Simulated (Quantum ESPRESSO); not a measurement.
# Calculated records

```
E(M) of MnSi
1.0
     4.55800    0.00000    0.00000
     0.00000    4.55800    0.00000
     0.00000    0.00000    4.55800
Mn Si
4 4
Direct
  0.13700 0.13700 0.13700
  0.63700 0.36300 0.86300
  0.86300 0.63700 0.36300
  0.36300 0.86300 0.63700
  0.84500 0.84500 0.84500
  0.34500 0.65500 0.15500
  0.15500 0.34500 0.65500
  0.65500 0.15500 0.34500
# method: PBE; plane waves with GBRV 1.5 PBE potentials, no spin-orbit coupling (and 1 further level or step)
# program: Quantum ESPRESSO 7.5
# settings of one run: GBRV 1.5 PBE, potential files Mn: mn_pbe_v1.5.uspp.F.UPF, Si: si_pbe_v1.uspp.F.UPF, cutoff 544.23 eV, 8×8×8 k-mesh, 57 bands, fermi-dirac occupations, smearing width 0.05 eV, collinear spin, SCF threshold 1.60e-8, starting moments 3.5 3.5 3.5 3.5 0 0 0 0 μB
# cost: 13 runs, 22 min in all on 4 MPI ranks of Intel Xeon at 2.70GHz, shared host (the runs of this entry)
# notes: The run is spin-polarised, with a total moment of 3.97 μB a cell (absolute 4.69). All runs start parallel; opposed orders may lie lower.
# moment of the free run: 3.97 μB a cell
# energy at zero total moment: 259 meV a cell over the lowest
```

[Logs and program files are shortened in this print: banners, set-up blocks, solver, clock and traceback lines can be left out without a mark of their own.]

[Logs are printed without paths, hosts, clocks, repeated set-up lines and the standing remarks that a program may print on its own settings, such as how far it seeks lower states.]

[Hosts, paths, dates, database ids (printed as entryN), source tags and the programs' standing remarks are cut or masked in the printed files.]

[Where a cell is said to come from a database of computed structures, the database is the Materials Project.]
